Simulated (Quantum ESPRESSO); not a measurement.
# Voltage at the next charge: Ag(111), 5 layers against an electrode

**Set-up.** Quantum ESPRESSO 7.5, PBE, GBRV ultrasoft; ESM with bc3, a metal electrode 5.95 Å above the top atoms; cell area 7.243 Å²; ions fixed. V is the potential energy of an electron at the electrode over the slab's Fermi level, divided by e, so that it equals the work function at zero charge; positive charge removes electrons.

| charge (e a cell) | V (V) |
| --- | --- |
| 0 | 4.523 |
| 0.0109 | 5.705 |
| 0.0217 | 6.892 |

**Question.** What is V at a charge of 0.0435 e, and what capacitance do the rows imply?

By hand: The last two rows give dV/dq = (6.892 − 5.705)/(0.0217 − 0.0109) = 109.9 V/e, so C = 1602/(7.243 × 109.9) = 2.01 µF/cm², an effective gap of 8.854/2.01 = 4.40 Å. At constant C, V = 6.892 + 109.9 × 0.0218 = 9.29 V.

What the calculation gave: V = 9.331 V; the estimate misses by −0.04 V, 1.8 % of the step. Over the three intervals C goes 2.04, 2.01 and 1.98 µF/cm²: it falls as electrons leave, the surface charge drawing back towards the atoms.

Caveats: Vacuum fills the gap; a dielectric or electrolyte would change C. The slab is thin.
